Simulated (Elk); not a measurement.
An input for Elk 11.2.3 (patched build) (RbCaH3 (Pm-3m)):

```
tasks
  185
  186
  187

xctype
  3

rgkmax
  8.5

gmaxvr
  18.0

lmaxapw
  10

lmaxo
  8

nxlo
  2

lorbcnd
  .true.

autolinengy
  .true.

tshift
  .false.

ngridk
  4 4 4

vkloff
  0.05 0.15 0.25

nempty
  10

swidth
  0.00551

scissor
  0.08061

gmaxrf
  2.5

wplot
  282 100 0
  0.0 0.5191

optcomp
  1 1
  2 2
  3 3

nvbse
  3

ncbse
  3

sppath
  './'

avec
  8.5925846887 0.0000000000 0.0000000000
  0.0000000000 8.5925846887 0.0000000000
  0.0000000000 0.0000000000 8.5925846887

atoms
  3
  'Rb.in'
  1
  0.0000000000 0.0000000000 0.0000000000
  'Ca.in'
  1
  0.5000000000 0.5000000000 0.5000000000
  'H.in'
  3
  0.0000000000 0.5000000000 0.5000000000
  0.5000000000 0.0000000000 0.5000000000
  0.5000000000 0.5000000000 0.0000000000
```

```sh
OMP_NUM_THREADS=4 elk > log
```

**Question.** Estimate wall time and host memory on 4 threads of Arm Neoverse V1, shared host.

It took 3.1 min; on shared hardware allow 93 s to 6.2 min. Peak host memory was 0.41 GiB.

The matrix is small, so building the kernel's matrix elements and any screening outweighs its diagonalisation.

[Paths, hosts, dates, memory and timing lines, banners, echoed tables and standing remarks are left out of the program output.]

[Logs are printed without paths, hosts, clocks, repeated set-up lines and the standing remarks that a program may print on its own settings, such as how far it seeks lower states.]

[Runs of the session that timed out or met a known fault of the program may be left out.]

[Hosts, paths, dates, database ids (printed as entryN), source tags and the programs' standing remarks are cut or masked in the printed files.]
